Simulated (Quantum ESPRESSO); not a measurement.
# O K-edge XANES of SnO2 (Cassiterite, P4_2/mnm), part 4 of 4

What does one-electron theory with a core hole give for the O K edge of SnO2 (Cassiterite, P4_2/mnm)?

Quantum ESPRESSO 7.5; X-ray absorption near-edge structure, plane-wave PAW PBE, one-electron final states by a Lanczos continued fraction.

So far. Step 8 (Spectrum with FCH, O atom 3): Main maxima below 24 eV (height): 4.2 eV (1.97), 7.8 eV (1.61), 9.4 eV (2.89), 19.2 eV (0.77) and 23.2 eV (0.90).  Step 8 (Spectrum with FCH, O atom 3): The hole costs E(hole) − E(ground) = 526.56 eV, and the lowest empty level of the hole cell lies at 10.62 eV, which puts the zero at 537.18 eV. One term is added: -8.91 eV, since the hole is spin-paired here and a spin-polarised one costs that much less in the free atom (computed apart).

## Step 12: Spectrum with FCH, O atom 3

Changed against the first core-hole run: supercell atoms from 12 to 6.

Input file xspectra.in:

```
&input_xspectra
   calculation='xanes_dipole', edge='K'
   prefix='x', outdir='tmp', xiabs=2, xe0=10.0822
   xonly_plot=.false., x_save_file='xanes.sav'
   xniter=3000, xcheck_conv=20, xerror=0.005
   xcoordcrys=.false., xepsilon(1)=1, xepsilon(2)=0, xepsilon(3)=0
/
&plot
   xnepoint=413, xemin=-10, xemax=45, terminator=.true., cut_occ_states=.true.
   xgamma=0.4
/
&pseudos
   filecore='../O.wfc'
/
&cut_occ
   cut_desmooth=0.1, cut_stepl=0.05, cut_stepu=0.05, cut_ierror=1e-5
/
7 5 5 0 0 0
```

Run with:

```
> OMP_NUM_THREADS=1 mpirun --oversubscribe --bind-to none -np 4 xspectra.x -nk 4 -in xspectra.in > xspectra.out
```

Output:

```text
     [... banner and references ...]
Reading input_file

     calculation: xanes_dipole

     xepsilon  [cartesian coordinates]:   1.000000   0.000000   0.000000

     xonly_plot: FALSE
        => complete calculation: Lanczos + spectrum plot

     filecore (core-wavefunction file): ../O.wfc

     main plot parameters:
        cut_occ_states: TRUE
        gamma_mode:  constant
        -> using xgamma [eV]:  0.40
        xemin [eV]: -10.00
        xemax [eV]:  45.00
        xnepoint:  413
        xe0 [eV]:  10.082200 (energy zero read in input file)

[...]
Results of STEP 1 successfully written in x_save_file
     x_save_file name:
     ->  xanes.sav
     x_save_file version:  2

     ... End STEP 1 ...

     ... Begin STEP 2 ...

     The spectrum is calculated using the following parameters:
        xe0 [eV]:   10.0822
        the occupied states are elimintate from the spectrum
        xemin [eV]: -10.00
        xemax [eV]:  45.00
        xnepoint:  413
        constant broadening parameter [eV]:    0.400
        Core level energy [eV]:  -543.1
         (from electron binding energy of neutral atoms in X-ray data booklet)

     Cross-section successfully written in xanes.dat

     ... End STEP 2 ...

                                END JOB XSpectra
```

It took 47 s on 4 MPI ranks of Intel Xeon 6975P-C (Granite Rapids), shared host; peak memory 0.12 GiB; 3.1 min of CPU time.

These settings depart from the first run's and aren't meant as converged.

The scaled spectrum changes by 20 % r.m.s. The highest intensity below 16 eV goes from 9.4 eV (2.89) to 10.5 eV (2.75).

| E (eV) | first run | this run |
| --- | --- | --- |
| -2.0 | 0.04 | 0.04 |
| -0.5 | 0.06 | 0.07 |
| 1.0 | 0.18 | 0.19 |
| 2.5 | 0.73 | 0.83 |
| 4.0 | 1.86 | 1.88 |
| 5.5 | 1.05 | 0.85 |
| 7.0 | 1.21 | 1.08 |
| 8.5 | 1.59 | 1.35 |
| 10.0 | 2.35 | 2.39 |
| 11.5 | 1.64 | 1.76 |
| 13.0 | 0.51 | 0.67 |
| 14.5 | 0.35 | 0.45 |
| 16.0 | 0.36 | 0.38 |
| 17.5 | 0.54 | 0.54 |
| 19.0 | 0.73 | 0.69 |
| 20.5 | 0.61 | 0.59 |
| 22.0 | 0.61 | 0.68 |
| 23.5 | 0.83 | 0.87 |
| 25.0 | 0.89 | 0.80 |
| 26.5 | 1.12 | 1.05 |
| 28.0 | 0.92 | 0.93 |
| 29.5 | 0.72 | 0.69 |
| 31.0 | 0.94 | 0.83 |

## Step 13: Supercell with FCH, O atom 3

This attempt departs from the first core-hole run: mixing parameter to 1.5 and limit of SCF steps to 70.

Input file scf.in:

```
&control
   calculation='scf', prefix='x', pseudo_dir='../pp', outdir='tmp', tprnfor=.true.
/
&system
   ibrav=0, nat=12, ntyp=3, nbnd=56
   ecutwfc=50, ecutrho=360
   occupations='fixed'
   tot_charge=1
/
&electrons
   conv_thr=1.2e-07, electron_maxstep=70
   mixing_beta=1.5
/
ATOMIC_SPECIES
Sn 1.0 Sn.pbe-dn-kjpaw.UPF
O0 1.0 O.pbe-n-kjpaw-1sch.UPF
O 1.0 O.pbe-n-kjpaw.UPF
CELL_PARAMETERS angstrom
  4.73800000 0.00000000 3.18650000
  0.00000000 4.73800000 3.18650000
  0.00000000 -4.73800000 3.18650000
ATOMIC_POSITIONS crystal
Sn   0.50000000 0.25000000 0.75000000
Sn   0.50000000 0.75000000 0.25000000
Sn   0.00000000 0.00000000 0.00000000
Sn   0.00000000 0.50000000 0.50000000
O0   0.80710000 0.94290000 0.75000000
O    0.80710000 0.44290000 0.25000000
O    0.69290000 0.00000000 0.30710000
O    0.69290000 0.50000000 0.80710000
O    0.19290000 0.55710000 0.75000000
O    0.19290000 0.05710000 0.25000000
O    0.30710000 0.00000000 0.69290000
O    0.30710000 0.50000000 0.19290000
K_POINTS automatic
4 4 4 0 0 0
```

Run with:

```
> OMP_NUM_THREADS=1 mpirun --oversubscribe --bind-to none -np 4 pw.x -nk 4 -in scf.in > scf.out
```

Output:

```text
     [... banner and references ...]
[banner, memory and clock lines left out]
using ibrav=0 with symmetry is DISCOURAGED, use correct ibrav instead

     G-vector sticks info

     bravais-lattice index     =            0
     lattice parameter (alat)  =      10.7901  a.u.
     unit-cell volume          =     965.4519 (a.u.)^3
     number of atoms/cell      =           12
     number of atomic types    =            3
     number of electrons       =       104.00
[...]
Forces acting on atoms (cartesian axes, Ry/au):

     atom    1 type  1   force =    -0.08264787    0.08264787    0.00000000
     atom    2 type  1   force =    -0.00318415    0.00318415    0.00000000
     atom    3 type  1   force =     0.06217068   -0.06217068    0.10034459
[...]
atom   11 type  3   force =    -0.00799525   -0.01414011    0.00534405
     atom   12 type  3   force =    -0.00799525   -0.01414011   -0.00534405

     Total force =     0.231362     Total SCF correction =     0.000302

     XML data file, charge density, pseudopotentials, collected wavefunctions
[key lines of the parts left out:]
!    total energy              =   -2112.77267258 Ry
convergence has been achieved in  16 iterations
```

The job ended after 50 s (4 MPI ranks; peak memory 0.25 GiB; 3.3 min of CPU time).

The risk here was that mixing_beta is above one, yet the run reaches the same energy as before to within 5 meV: the setting changed the path, not the result.

## Step 14: Spectrum with FCH, O atom 3

This attempt departs from the first core-hole run: mixing parameter to 1.5 and limit of SCF steps to 70.

Edit xspectra.in of step 12 so:

```diff
@@ -2,3 +2,3 @@
    calculation='xanes_dipole', edge='K'
-   prefix='x', outdir='tmp', xiabs=2, xe0=10.0822
+   prefix='x', outdir='tmp', xiabs=2, xe0=10.1705
    xonly_plot=.false., x_save_file='xanes.sav'
@@ -17,2 +17,2 @@
 /
-7 5 5 0 0 0
+3 3 3 0 0 0
```

Run with:

```
> OMP_NUM_THREADS=1 mpirun --oversubscribe --bind-to none -np 4 xspectra.x -nk 4 -in xspectra.in > xspectra.out
```

Output:

```text
     [... banner and references ...]
Reading input_file

     calculation: xanes_dipole

     xepsilon  [cartesian coordinates]:   1.000000   0.000000   0.000000

     xonly_plot: FALSE
        => complete calculation: Lanczos + spectrum plot

     filecore (core-wavefunction file): ../O.wfc

     main plot parameters:
        cut_occ_states: TRUE
        gamma_mode:  constant
        -> using xgamma [eV]:  0.40
        xemin [eV]: -10.00
        xemax [eV]:  45.00
        xnepoint:  413
        xe0 [eV]:  10.170500 (energy zero read in input file)

[...]
Results of STEP 1 successfully written in x_save_file
     x_save_file name:
     ->  xanes.sav
     x_save_file version:  2

     ... End STEP 1 ...

     ... Begin STEP 2 ...

     The spectrum is calculated using the following parameters:
        xe0 [eV]:   10.1705
        the occupied states are elimintate from the spectrum
        xemin [eV]: -10.00
        xemax [eV]:  45.00
        xnepoint:  413
        constant broadening parameter [eV]:    0.400
        Core level energy [eV]:  -543.1
         (from electron binding energy of neutral atoms in X-ray data booklet)

     Cross-section successfully written in xanes.dat

     ... End STEP 2 ...

                                END JOB XSpectra
```

Wall time 31 s (4 MPI ranks); peak memory 0.19 GiB; 2 min of CPU time.

The field is the same as before. This run also has another mesh (3×3×3 against 5×5×5), so the 6 % r.m.s. difference can't be laid on the changed setting alone. The highest intensity below 16 eV goes from 9.4 eV (2.89) to 9.6 eV (2.83).

## Step 15: With and without the hole

Both curves are counted from their own zero, so only the shift of weight within the empty states shows.

| E (eV) | no hole | FCH |
| --- | --- | --- |
| -2.0 | 0.03 | 0.04 |
| -1.0 | 0.04 | 0.05 |
| 0.0 | 0.07 | 0.08 |
| 1.0 | 0.14 | 0.18 |
| 2.0 | 0.30 | 0.49 |
| 3.0 | 0.71 | 1.18 |
| 4.0 | 1.45 | 1.86 |
| 5.0 | 1.35 | 1.37 |
| 6.0 | 0.83 | 0.79 |
| 7.0 | 0.91 | 1.21 |
| 8.0 | 1.31 | 1.60 |
| 9.0 | 1.54 | 2.18 |
| 10.0 | 2.32 | 2.35 |
| 11.0 | 3.10 | 1.86 |
| 12.0 | 1.74 | 1.00 |
| 13.0 | 0.76 | 0.51 |
| 14.0 | 0.61 | 0.44 |
| 15.0 | 0.39 | 0.34 |
| 16.0 | 0.47 | 0.36 |
| 17.0 | 0.53 | 0.50 |
| 18.0 | 0.51 | 0.55 |
| 19.0 | 0.65 | 0.73 |
| 20.0 | 0.54 | 0.59 |
| 21.0 | 0.54 | 0.60 |
| 22.0 | 0.54 | 0.61 |
| 23.0 | 0.73 | 0.86 |
| 24.0 | 0.61 | 0.71 |
| 25.0 | 0.69 | 0.89 |
| 26.0 | 0.77 | 1.01 |
| 27.0 | 0.92 | 1.09 |
| 28.0 | 0.76 | 0.92 |
| 29.0 | 0.63 | 0.73 |
| 30.0 | 0.64 | 0.79 |
| 31.0 | 0.76 | 0.94 |
| 32.0 | 1.10 | 1.42 |

With each curve scaled to its own mean, the area from −2 to 6 eV with the hole is 5.6 against 4.5, and the centre of weight from −1 to 20 eV moves by -0.7 eV: the hole pulls the absorber's empty states down.

## Step 16: Runs not followed above

These runs aren't followed: redraws of a spectrum that repeat one shown, runs with a planted fault or a state judged unsound, or a program's part that gave no sound spectrum.

| program | step | status | elapsed |
| --- | --- | --- | --- |
| Quantum ESPRESSO | spectrum with FCH, other settings | converged | 2 min |

## Step 17: Outcome

| Quantity | Value |
| --- | --- |
| absorber and edge | O K, atom 3 of the ground-state input (counted from 1) |
| surroundings | 3 Sn at 2.05 Å (distorted trigonal planar, site symmetry m2m) |
| highest intensity below 16 eV | 9.4 eV above the zero, height 2.89 |
| photon energy of the zero, with the added terms | 528.3 eV (raw 537.2 eV; uncertain by a few eV) |

**Reading.** The O K edge of atom 3, with 3 Sn at 2.05 Å (distorted trigonal planar, site symmetry m2m), has its highest intensity of the first 16 eV at 9.4 eV above the zero, near 538 eV in photon energy (uncertain by a few eV), 2.9 times the mean level of the first 20 eV (Lorentzian half width 0.4 eV). With each curve scaled to its own mean, the area from −2 to 6 eV with the hole is 5.6 against 4.5, and the centre of weight from −1 to 20 eV moves by -0.7 eV: the hole pulls the absorber's empty states down. A cell with holes 3.2 Å apart changes the curve by 20 % r.m.s. (19 % after the best shift). At the O K edge of atom 3 polarisation matters most near 4.5 eV, where the curves differ by 1.8 on this scale. The holes are only 5.7 Å apart, so the shape is probably not converged with cell size; no larger cell was run here. Lifetime broadening is put in by hand, and intensities beyond about 20 eV depend on it and on the partial waves. The structure is a published determination, not relaxed.

[Banner, clock and machine lines of the logs are left out without a mark of their own.]

[Logs are printed without paths, hosts, clocks, repeated set-up lines and the standing remarks that a program may print on its own settings, such as how far it seeks lower states.]

[Hosts, paths, dates, database ids (printed as entryN), source tags and the programs' standing remarks are cut or masked in the printed files.]

[Lists of maxima count a maximum above −3 eV only where it reaches 4 % of the highest in the window and stands out from its surroundings by 2 % of it (1.5 % where it reaches 55 %); shoulders and weaker maxima are passed over, and of the rest the first, up to two pre-edge ones and the few strongest are named.]
